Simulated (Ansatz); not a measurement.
**Na on Ag(100): change of the work function**

Wanted: Δφ(θ) for Na/Ag(100), starting from the hollow site.

Program: Ansatz 0.2.0. Level of theory: plane-wave DFT, PBEsol, Ansatz PAW. Results are calculated unless marked as measured.

**1. Starting point**

The cell holds 4 atoms: 4 Ag. Cell: a = 2.892 Å, b = 2.892 Å, c = 24.135 Å, α = 90.0°, β = 90.0°, γ = 90.0°. Vacuum lies along c.

**2. The clean slab**

The bare slab comes first, as the zero from which every change is counted. The two lowest layers are held at bulk places and the upper ones relax. The dipole correction removes the false field that a one-sided slab makes across the periodic vacuum, so each face gets a flat vacuum level of its own.

Input file input.yaml:

```yaml
crystal:
  lattice:
    - [2.8920667351, 0.0, 0.0]
    - [0.0, 2.8920667351, 0.0]
    - [0.0, 0.0, 24.135]
  atoms:
    - { symbol: Ag, position: [0.5, 0.5, 0.3729024239] }
    - { symbol: Ag, position: [0.0, 0.0, 0.4576341413] }
    - { symbol: Ag, position: [0.5, 0.5, 0.5423658587] }
    - { symbol: Ag, position: [0.0, 0.0, 0.6270975761] }
kpoints:
  mp_grid: { grid: [10, 10, 1] }
hamiltonian:
  xc: pbesol
scf:
  occupations: { method: fermi_dirac, width: 0.1 }
  convergence: { dr2_threshold: 1.0e-08 }
efield:
  axis: 3
  dipole_correction: true
  ramp_position: 0.97
  ramp_width: 0.06
relax:
  f_tol: 0.02
  max_steps: 60
  constraints: [{ sites: [0, 1] }]
output:
  write_potential: true
  write_density: true
  volumetric_format: npy
```

On the command line:

```console
> ansatz run input.yaml --threads 4 --pin off --max-ram 12288MiB --backend cpu --events-out ev --progress --plain --runs-dir out
```

Numbers of over 12 decimals in the logs are rounded to 6 here.

Output:

```text
Engine: ansatz 0.2.0, aarch64-unknown-linux-gnu
Pseudopotentials: kind: paw
Pseudopotential: Ag, paw, valence charge 19, recommended cutoff 420 eV (normal), Ag.paw.azcp
Functional definition: PBEsol
  exchange = pbesol_x
  correlation = pbesol_c
Crystal: 4 atoms, lattice volume = 201.866 Å³
Basis set: ecut = 420 eV, 3917 PW (Γ), exchange–correlation on 40×40×324 points (8 copies of the dense FFT grid, shifted against one another)
Bands: 46, of which v1, the nominal top of the filled ones, is band 38 counted from 1 (37 counted from 0)
Symmetry: 8 space group operations
k-points: 21 of 100
Non-local potential: Ag, projectors of the file, l = 0: 3, l = 1: 2, l = 2: 2, l = 3: 1
PAW form: soft (Blöchl's): semilocal exchange-correlation on the pseudo side does not see the compensation charge
PAW frozen core: Ag, regenerated for the run's functional, and the local potential with it (the file was generated under x = pbe(κ = 0.804, μ = 0.219515), c = pbe(β = 0.066725))
PAW one-centre angular grid: Ag, 590 points (default); XC on 64 Gauss nodes
Initial density: superposition of atomic densities (neutral atoms: chi_scale 0, normalization atom), corrected by the library's trained network
Initial wavefunctions: pseudopotential atomic-orbital guess
Functional: x = pbesol(κ = 0.804, μ = 0.123457), c = pbesol(β = 0.046)
SCF iter   1: F=—  HF=-30087.815637 eV  |F-HF|=—  |Δ(HF+E_count)|=         —  Δρ=5.09e-3  dr2=4.87e-2  ethr=1.77e-3  p=0.000 e·Å  D=3.51e-13 V/Å  ΔV_dip=-0.00 eV  dr2_dipole=7.29e-9  V_vac-E_F(+/−)=4.30/4.30 eV  ⟨swp⟩=8.1  Hψ=4206  notcnv=0  defer=5
efield: sawtooth ramp at fractional position 0.9700 (set: `efield.ramp_position`, or a place that a band, a saddle search or an elastic batch's reference lends), width 0.0600; the density the first Hamiltonian is built on has a dipole p = 0.000 e·Å; the dipole correction subtracts the counter field D = 3.51e-13 V/Å, which shifts the + side's vacuum level by -0.00 eV against the − side's; the planar-averaged density in the ramp window peaks in size at 4.8e-6 e/Å³
preconditioner: auto → LDOS  [insulator: Δε(μ)=0.284 eV  Ē_g=8.923 eV  σ=0.100 eV  W_gap=0.52  n_scr=44 (ndim 8)  ℏωp=17.3 eV  f_vac=0.610  D(μ)=0.92/eV (n_scr^D=6)  ε∞_Penn≈4.8  β→1.0]
SCF iter   2: F=—  HF=-30087.838836 eV  |F-HF|=—  |Δ(HF+E_count)|=   2.32e-2  Δρ=8.25e-3  dr2=1.11e-1  ethr=6.41e-5  p=-0.000 e·Å  D=-8.77e-7 V/Å  ΔV_dip=0.00 eV  dr2_dipole=2.22e-8  V_vac-E_F(+/−)=4.34/4.34 eV  ⟨swp⟩=2.5  Hψ=2077  notcnv=0  defer=38
SCF iter   3: F=—  HF=-30087.805204 eV  |F-HF|=—  |Δ(HF+E_count)|=   3.36e-2  Δρ=6.05e-4  dr2=6.54e-4  ethr=6.41e-5  p=0.000 e·Å  D=1.58e-6 V/Å  ΔV_dip=-0.00 eV  dr2_dipole=3.23e-9  V_vac-E_F(+/−)=4.31/4.31 eV  ⟨swp⟩=2.0  Hψ=1856  notcnv=0  defer=38
SCF iter   4: F=—  HF=-30087.804922 eV  |F-HF|=—  |Δ(HF+E_count)|=   2.82e-4  Δρ=1.80e-4  dr2=7.67e-5  ethr=8.61e-7  p=0.000 e·Å  D=1.42e-6 V/Å  ΔV_dip=-0.00 eV  dr2_dipole=5.06e-10  V_vac-E_F(+/−)=4.31/4.31 eV  ⟨swp⟩=3.6  Hψ=2092  notcnv=0  defer=38
SCF iter   5: F=—  HF=-30087.804923 eV  |F-HF|=—  |Δ(HF+E_count)|=   6.44e-7  Δρ=3.86e-5  dr2=2.70e-6  ethr=1.01e-7  p=0.000 e·Å  D=1.11e-6 V/Å  ΔV_dip=-0.00 eV  dr2_dipole=3.30e-11  V_vac-E_F(+/−)=4.31/4.31 eV  ⟨swp⟩=2.0  Hψ=1380  notcnv=0  defer=38
SCF iter   6: F=—  HF=-30087.804924 eV  |F-HF|=—  |Δ(HF+E_count)|=   7.50e-7  Δρ=8.73e-6  dr2=2.72e-7  ethr=3.55e-9  p=0.000 e·Å  D=4.73e-7 V/Å  ΔV_dip=-0.00 eV  dr2_dipole=2.17e-12  V_vac-E_F(+/−)=4.31/4.31 eV  ⟨swp⟩=2.4  Hψ=1581  notcnv=0  defer=36
SCF iter   7: F=—  HF=-30087.804924 eV  |F-HF|=—  |Δ(HF+E_count)|=   2.47e-8  Δρ=3.09e-6  dr2=1.98e-8  ethr=3.58e-10  p=0.000 e·Å  D=2.15e-7 V/Å  ΔV_dip=-0.00 eV  dr2_dipole=2.59e-13  V_vac-E_F(+/−)=4.31/4.31 eV  ⟨swp⟩=2.0  Hψ=1388  notcnv=0  defer=36
SCF iter   8: F=-30087.804924 eV  HF=-30087.804924 eV  |F-HF|=5.53e-9  |Δ(HF+E_count)|=   1.88e-8  Δρ=1.04e-6  dr2=2.46e-9  ethr=1.32e-11  p=0.000 e·Å  D=8.09e-8 V/Å  ΔV_dip=-0.00 eV  dr2_dipole=7.99e-16  V_vac-E_F(+/−)=4.31/4.31 eV  ⟨swp⟩=8.8  Hψ=5722  notcnv=0
SCF 1 converged in 8 iterations: F = -30087.804924 eV  dr2 = 2.46e-9
  greatest PAW one-centre occupation: 1.001 electrons in one spin orbital (limit 2), on the Ag atom at site 1 (counted from 0), in its partial waves of l = 0
relax step   1: F+E_penalty+E_count = -30087.80492360 eV  Δ(F+E_penalty+E_count) = +0.000e0 eV  max|allowed force component| = 2.758e-1 eV/Å  Δτ_max = 0.0000 Å  (8 SCF iters, accepted)
Initial density: handed on by an earlier stage of this run
Initial wavefunctions: those handed on with the density
iter 1 solved again at ethr=5.68e-5 eV; its pass at ethr=3.10e-3 eV (dr2=4.32e-2 eV) is discarded
SCF iter   1: F=—  HF=-30087.830184 eV  |F-HF|=—  |Δ(HF+E_count)|=         —  Δρ=4.61e-3  dr2=4.59e-2  ethr=5.68e-5  p=0.000 e·Å  D=1.68e-7 V/Å  ΔV_dip=-0.00 eV  dr2_dipole=9.17e-4  V_vac-E_F(+/−)=4.29/4.29 eV  ⟨swp⟩=2.0  Hψ=4006  notcnv=0  defer=33
efield: sawtooth ramp at fractional position 0.9700 (set: `efield.ramp_position`, or a place that a band, a saddle search or an elastic batch's reference lends), width 0.0600; the density the first Hamiltonian is built on has a dipole p = 0.000 e·Å; the dipole correction subtracts the counter field D = 1.68e-7 V/Å, which shifts the + side's vacuum level by -0.00 eV against the − side's; the planar-averaged density in the ramp window peaks in size at 3.8e-7 e/Å³
preconditioner: auto → LDOS  [metal: Δε(μ)=0.169 eV  Ē_g=9.085 eV  σ=0.100 eV  W_gap=0.35  n_scr=44 (ndim 8)  ℏωp=17.3 eV  f_vac=0.618  D(μ)=0.86/eV (n_scr^D=6)  β→1.0]
SCF iter   2: F=—  HF=-30087.834584 eV  |F-HF|=—  |Δ(HF+E_count)|=   4.40e-3  Δρ=5.51e-3  dr2=7.40e-2  ethr=5.68e-5  p=-0.004 e·Å  D=-3.31e-3 V/Å  ΔV_dip=0.08 eV  dr2_dipole=1.29e-3  V_vac-E_F(+/−)=4.40/4.32 eV  ⟨swp⟩=2.1  Hψ=1820  notcnv=0  defer=33
SCF iter   3: F=—  HF=-30087.815420 eV  |F-HF|=—  |Δ(HF+E_count)|=   1.92e-2  Δρ=8.02e-4  dr2=1.33e-3  ethr=5.68e-5  p=0.001 e·Å  D=9.51e-4 V/Å  ΔV_dip=-0.02 eV  dr2_dipole=1.21e-4  V_vac-E_F(+/−)=4.28/4.30 eV  ⟨swp⟩=2.0  Hψ=1818  notcnv=0  defer=33
SCF iter   4: F=—  HF=-30087.815300 eV  |F-HF|=—  |Δ(HF+E_count)|=   1.20e-4  Δρ=4.41e-4  dr2=4.14e-4  ethr=1.75e-6  p=0.001 e·Å  D=1.12e-3 V/Å  ΔV_dip=-0.03 eV  dr2_dipole=1.30e-5  V_vac-E_F(+/−)=4.28/4.30 eV  ⟨swp⟩=2.2  Hψ=1800  notcnv=0  defer=38
SCF iter   5: F=—  HF=-30087.815243 eV  |F-HF|=—  |Δ(HF+E_count)|=   5.69e-5  Δρ=1.77e-4  dr2=6.05e-5  ethr=5.45e-7  p=0.001 e·Å  D=1.10e-3 V/Å  ΔV_dip=-0.03 eV  dr2_dipole=7.65e-7  V_vac-E_F(+/−)=4.28/4.30 eV  ⟨swp⟩=2.0  Hψ=1267  notcnv=0  defer=38
SCF iter   6: F=—  HF=-30087.815261 eV  |F-HF|=—  |Δ(HF+E_count)|=   1.89e-5  Δρ=5.99e-5  dr2=6.41e-6  ethr=7.96e-8  p=0.001 e·Å  D=1.16e-3 V/Å  ΔV_dip=-0.03 eV  dr2_dipole=5.27e-8  V_vac-E_F(+/−)=4.27/4.30 eV  ⟨swp⟩=2.0  Hψ=1388  notcnv=0  defer=38
SCF iter   7: F=—  HF=-30087.815229 eV  |F-HF|=—  |Δ(HF+E_count)|=   3.24e-5  Δρ=9.58e-6  dr2=1.91e-7  ethr=8.44e-9  p=0.001 e·Å  D=1.18e-3 V/Å  ΔV_dip=-0.03 eV  dr2_dipole=8.09e-9  V_vac-E_F(+/−)=4.27/4.30 eV  ⟨swp⟩=2.0  Hψ=1678  notcnv=0  defer=39
SCF iter   8: F=—  HF=-30087.815229 eV  |F-HF|=—  |Δ(HF+E_count)|=   7.21e-8  Δρ=4.14e-6  dr2=3.56e-8  ethr=2.52e-10  p=0.001 e·Å  D=1.19e-3 V/Å  ΔV_dip=-0.03 eV  dr2_dipole=5.25e-10  V_vac-E_F(+/−)=4.27/4.30 eV  ⟨swp⟩=2.5  Hψ=1752  notcnv=0  defer=38
SCF iter   9: F=-30087.815229 eV  HF=-30087.815229 eV  |F-HF|=2.34e-9  |Δ(HF+E_count)|=   5.09e-9  Δρ=7.85e-7  dr2=1.40e-9  ethr=1.32e-11  p=0.001 e·Å  D=1.19e-3 V/Å  ΔV_dip=-0.03 eV  dr2_dipole=4.25e-11  V_vac-E_F(+/−)=4.27/4.30 eV  ⟨swp⟩=9.0  Hψ=6035  notcnv=0
SCF 2 converged in 9 iterations: F = -30087.815229 eV  dr2 = 1.40e-9
  greatest PAW one-centre occupation: 1.001 electrons in one spin orbital (limit 2), on the Ag atom at site 2 (counted from 0), in its partial waves of l = 0
relax step   2: F+E_penalty+E_count = -30087.81522916 eV  Δ(F+E_penalty+E_count) = -1.031e-2 eV  max|allowed force component| = 1.541e-1 eV/Å  Δτ_max = 0.1959 Å  (9 SCF iters, accepted)
SCF iter   1: F=—  HF=-30087.822083 eV  |F-HF|=—  |Δ(HF+E_count)|=         —  Δρ=1.70e-3  dr2=5.54e-3  ethr=8.33e-5  p=0.001 e·Å  D=1.19e-3 V/Å  ΔV_dip=-0.03 eV  dr2_dipole=1.63e-6  V_vac-E_F(+/−)=4.28/4.31 eV  ⟨swp⟩=4.4  Hψ=2646  notcnv=0  defer=39
efield: sawtooth ramp at fractional position 0.9700 (set: `efield.ramp_position`, or a place that a band, a saddle search or an elastic batch's reference lends), width 0.0600; the density the first Hamiltonian is built on has a dipole p = 0.001 e·Å; the dipole correction subtracts the counter field D = 1.19e-3 V/Å, which shifts the + side's vacuum level by -0.03 eV against the − side's; the planar-averaged density in the ramp window peaks in size at 4.2e-7 e/Å³
preconditioner: auto → LDOS  [metal: Δε(μ)=0.195 eV  Ē_g=9.062 eV  σ=0.100 eV  W_gap=0.39  n_scr=44 (ndim 8)  ℏωp=17.3 eV  f_vac=0.616  D(μ)=0.86/eV (n_scr^D=6)  β→1.0]
SCF iter   2: F=—  HF=-30087.822182 eV  |F-HF|=—  |Δ(HF+E_count)|=   9.90e-5  Δρ=1.69e-3  dr2=9.25e-3  ethr=7.29e-6  p=0.003 e·Å  D=2.75e-3 V/Å  ΔV_dip=-0.07 eV  dr2_dipole=1.01e-3  V_vac-E_F(+/−)=4.24/4.30 eV  ⟨swp⟩=2.5  Hψ=2029  notcnv=0  defer=37
SCF iter   3: F=—  HF=-30087.820228 eV  |F-HF|=—  |Δ(HF+E_count)|=   1.95e-3  Δρ=4.77e-4  dr2=5.05e-4  ethr=7.29e-6  p=0.001 e·Å  D=9.29e-4 V/Å  ΔV_dip=-0.02 eV  dr2_dipole=4.41e-5  V_vac-E_F(+/−)=4.28/4.31 eV  ⟨swp⟩=2.0  Hψ=1573  notcnv=0  defer=37
SCF iter   4: F=—  HF=-30087.820179 eV  |F-HF|=—  |Δ(HF+E_count)|=   4.94e-5  Δρ=3.41e-4  dr2=2.33e-4  ethr=6.65e-7  p=0.001 e·Å  D=1.00e-3 V/Å  ΔV_dip=-0.02 eV  dr2_dipole=4.56e-6  V_vac-E_F(+/−)=4.28/4.30 eV  ⟨swp⟩=2.0  Hψ=1684  notcnv=0  defer=37
SCF iter   5: F=—  HF=-30087.820129 eV  |F-HF|=—  |Δ(HF+E_count)|=   5.00e-5  Δρ=1.01e-4  dr2=2.42e-5  ethr=3.07e-7  p=0.001 e·Å  D=9.46e-4 V/Å  ΔV_dip=-0.02 eV  dr2_dipole=6.66e-7  V_vac-E_F(+/−)=4.28/4.30 eV  ⟨swp⟩=2.0  Hψ=1320  notcnv=0  defer=37
SCF iter   6: F=—  HF=-30087.820134 eV  |F-HF|=—  |Δ(HF+E_count)|=   5.03e-6  Δρ=3.11e-5  dr2=1.82e-6  ethr=3.19e-8  p=0.001 e·Å  D=9.13e-4 V/Å  ΔV_dip=-0.02 eV  dr2_dipole=3.91e-10  V_vac-E_F(+/−)=4.28/4.30 eV  ⟨swp⟩=2.0  Hψ=1465  notcnv=0  defer=37
SCF iter   7: F=—  HF=-30087.820133 eV  |F-HF|=—  |Δ(HF+E_count)|=   6.13e-7  Δρ=4.25e-6  dr2=4.37e-8  ethr=2.39e-9  p=0.001 e·Å  D=9.01e-4 V/Å  ΔV_dip=-0.02 eV  dr2_dipole=3.93e-10  V_vac-E_F(+/−)=4.28/4.30 eV  ⟨swp⟩=2.0  Hψ=1639  notcnv=0  defer=37
SCF iter   8: F=-30087.820133 eV  HF=-30087.820133 eV  |F-HF|=7.06e-10  |Δ(HF+E_count)|=   4.19e-9  Δρ=1.17e-6  dr2=3.06e-9  ethr=1.32e-11  p=0.001 e·Å  D=8.96e-4 V/Å  ΔV_dip=-0.02 eV  dr2_dipole=4.25e-11  V_vac-E_F(+/−)=4.28/4.30 eV  ⟨swp⟩=9.1  Hψ=6268  notcnv=0
SCF 3 converged in 8 iterations: F = -30087.820133 eV  dr2 = 3.06e-9
relax step   3: F+E_penalty+E_count = -30087.82013307 eV  Δ(F+E_penalty+E_count) = -4.904e-3 eV  max|allowed force component| = 4.717e-3 eV/Å  Δτ_max = 0.0708 Å  (8 SCF iters, accepted)
NSCF: frozen V_eff on 21 k-points
the band table was solved once a step of the walk had ended and its energy, with any forces and stress, was formed, with the checks that follow a solve (5247 applications of the Hamiltonian). They found nothing against the state; the energy, forces and stress were not computed again (output.eigenvalues in the input reference)
SCF converged after 8 iterations
Free energy (F): -30087.820133 eV
Harris-Foulkes:  -30087.820133 eV  (|F-HF|=7.06e-10)
Internal energy: -30087.788557 eV  (E = F + TS)
E sigma→0 (E₀):  -30087.804345 eV
Entropy (-TS):   -0.031576 eV (-7.894 meV/atom)
Fermi energy:    3.011413 eV
Dipole field:    D = 0.000887 V/Å  (p = 0.000990 e·Å, saw-weighted, corrected)
Work function:   Φ+ = 4.2801 eV   Φ− = 4.3015 eV
Levels:          The Fermi level and band energies are counted from a zero that moves with the ramp; work functions are not
--- Per-component energies (eV) ---
  E_band       = -2017.641720
  E_kinetic    = 2108.689308
  E_local      = -123340.741819  (includes V_loc(G=0)·N_el)
  E_nonlocal   = 331.698924
  E_hartree    = 60732.395733
  E_xc         = -732.360508
  E_vxc        = -934.215615  (∫ρ·V_xc dr)
  E_paw        = -15339.964823  (= ΣΔE_a)
  E_vpaw       = -1647.868959  (= ΣTr[D̂ρ^β])
  E_aug_tail   = 0.001197  (compensation charges beyond the density's cutoff)
  E_efield     = 0.000000  (sawtooth field / dipole correction)
  E_vefield    = 0.002768  (∫n·V_field dr)
  E_ewald      = 46151.202475
  E_core_change = 1.290956  (= ΣΔE_core)
  E_smearing   = -0.031576  (= −TS)
  E_closure    = 0.000000  (closes the sum)
  Σ components = -30087.820133   (vs F -30087.820133, Δ=0.00e0)
--- Forces (eV/Å), atoms counted from 1 ---
  atom   1  Ag    -0.00000000     0.00000000     0.26779936
  atom   2  Ag    -0.00000000     0.00000000    -0.27068291
  atom   3  Ag    -0.00000000     0.00000000     0.00471733
  atom   4  Ag     0.00000000     0.00000000    -0.00181952
  max |Σ_I F_I| component: 1.43e-5 eV/Å
--- Band table (eV; the first three rows and the last of 21) ---
  k-point 0: bands = [... 34 lower, -0.0466, 0.0581, 0.1441, 0.1441, 0.3516, 2.8233, 4.3964, 7.2057, ... 4 higher]
  k-point 1: bands = [... 34 lower, -0.1969, -0.1449, 0.0019, 0.1741, 0.7533, 3.1188, 4.7916, 7.3939, ... 4 higher]
  k-point 2: bands = [... 34 lower, -0.2717, -0.2637, 0.0117, 0.1576, 1.4083, 3.8636, 5.7658, 7.9568, ... 4 higher]
  k-point 20: bands = [... 34 lower, 0.4552, 0.5082, 5.2505, 5.2505, 7.3211, 7.3211, 9.7312, 9.7551, ... 4 higher]
--- Relaxed structure (3 steps of the walk, 3 accepted, 0 SCFs on fresh bases) ---
  F+E_penalty+E_count = -30087.82013307 eV   max|allowed force component| = 4.717e-3 eV/Å
  atoms:
    - { symbol: Ag, position: [0.5, 0.5, 0.3729024239] }
    - { symbol: Ag, position: [0.0, 0.0, 0.4576341413] }
    - { symbol: Ag, position: [0.5, 0.5, 0.540743] }
    - { symbol: Ag, position: [0, 0.0, 0.621916] }
```

Run time: 14 s. Hardware: 4 threads of Arm Neoverse V1, shared host; peak memory 0.54 GiB; 53 s of CPU time.

Step by step:

| step | energy less that of the first step (eV) | largest force component (eV/Å) |
| --- | --- | --- |
| 1 | 0.0000 | 0.2758 |
| 2 | -0.0103 | 0.1541 |
| 3 | -0.0152 | 0.0047 |

The run keeps the 8 symmetry operations that it works with, so distortions that break them were not tested.

The atoms that moved most (Å):

```
atom     dx     dy      dz  length
 Ag4  0.000  0.000  -0.125   0.125
 Ag3  0.000  0.000  -0.039   0.039
```

Final coordinates:

```xyz
4
Lattice="2.8921 0.0000 0.0000 0.0000 2.8921 0.0000 0.0000 0.0000 24.1350" Properties=species:S:1:pos:R:3
Ag    1.4460    1.4460    9.0000
Ag    0.0000    0.0000   11.0450
Ag    1.4460    1.4460   13.0508
Ag    0.0000    0.0000   15.0100
```

This step gave:

- energy at zero smearing: -30087.8043 eV
- work function, upper face: 4.280 eV
- work function, lower face: 4.302 eV
- dipole along the normal: 9.90e-4 e·Å
- step between the vacuum levels: -0.02142 eV

Running mean over 2.045 Å of the planar mean; the ramp of the sawtooth is left out. Electron's electrostatic potential energy less the Fermi level against z:

| z (Å) | electron's electrostatic potential energy less the Fermi level (eV) |
| --- | --- |
| 3.0 | 4.30 |
| 3.5 | 4.30 |
| 4.0 | 4.30 |
| 4.5 | 4.30 |
| 5.0 | 4.30 |
| 5.5 | 4.29 |
| 6.0 | 4.26 |
| 6.5 | 4.14 |
| 7.0 | 3.72 |
| 7.5 | 2.04 |
| 8.0 | -1.17 |
| 8.5 | -4.23 |
| 9.0 | -5.58 |
| 9.5 | -5.83 |
| 10.0 | -5.89 |
| 10.5 | -5.94 |
| 11.0 | -6.01 |
| 11.5 | -6.15 |
| 12.0 | -6.24 |
| 12.5 | -6.20 |
| 13.0 | -6.14 |
| 13.5 | -6.37 |
| 14.0 | -6.51 |
| 14.5 | -6.30 |
| 15.0 | -5.74 |
| 15.5 | -4.33 |
| 16.0 | -1.26 |
| 16.5 | 1.96 |
| 17.0 | 3.68 |
| 17.5 | 4.12 |
| 18.0 | 4.24 |
| 18.5 | 4.27 |
| 19.0 | 4.28 |
| 19.5 | 4.28 |
| 20.0 | 4.28 |
| 20.5 | 4.28 |
| 21.0 | 4.28 |

The relaxation took 3 steps and lowered the energy by 0.015 eV; the largest force on the free atoms ends at 0.0047 eV/Å.

The work function of the upper face is 4.28 eV.

(Part 1 of 5 ends here.)

[Logs are printed without paths, hosts, clocks, repeated set-up lines and the standing remarks that a program may print on its own settings, such as how far it seeks lower states.]

[Hosts, paths, dates, database ids (printed as entryN), source tags and the programs' standing remarks are cut or masked in the printed files.]

[Maps of the electrostatic potential energy from Ansatz leave out the sawtooth potential of an applied field or a dipole correction, so their vacuum need not be flat; planar profiles and work functions include it.]
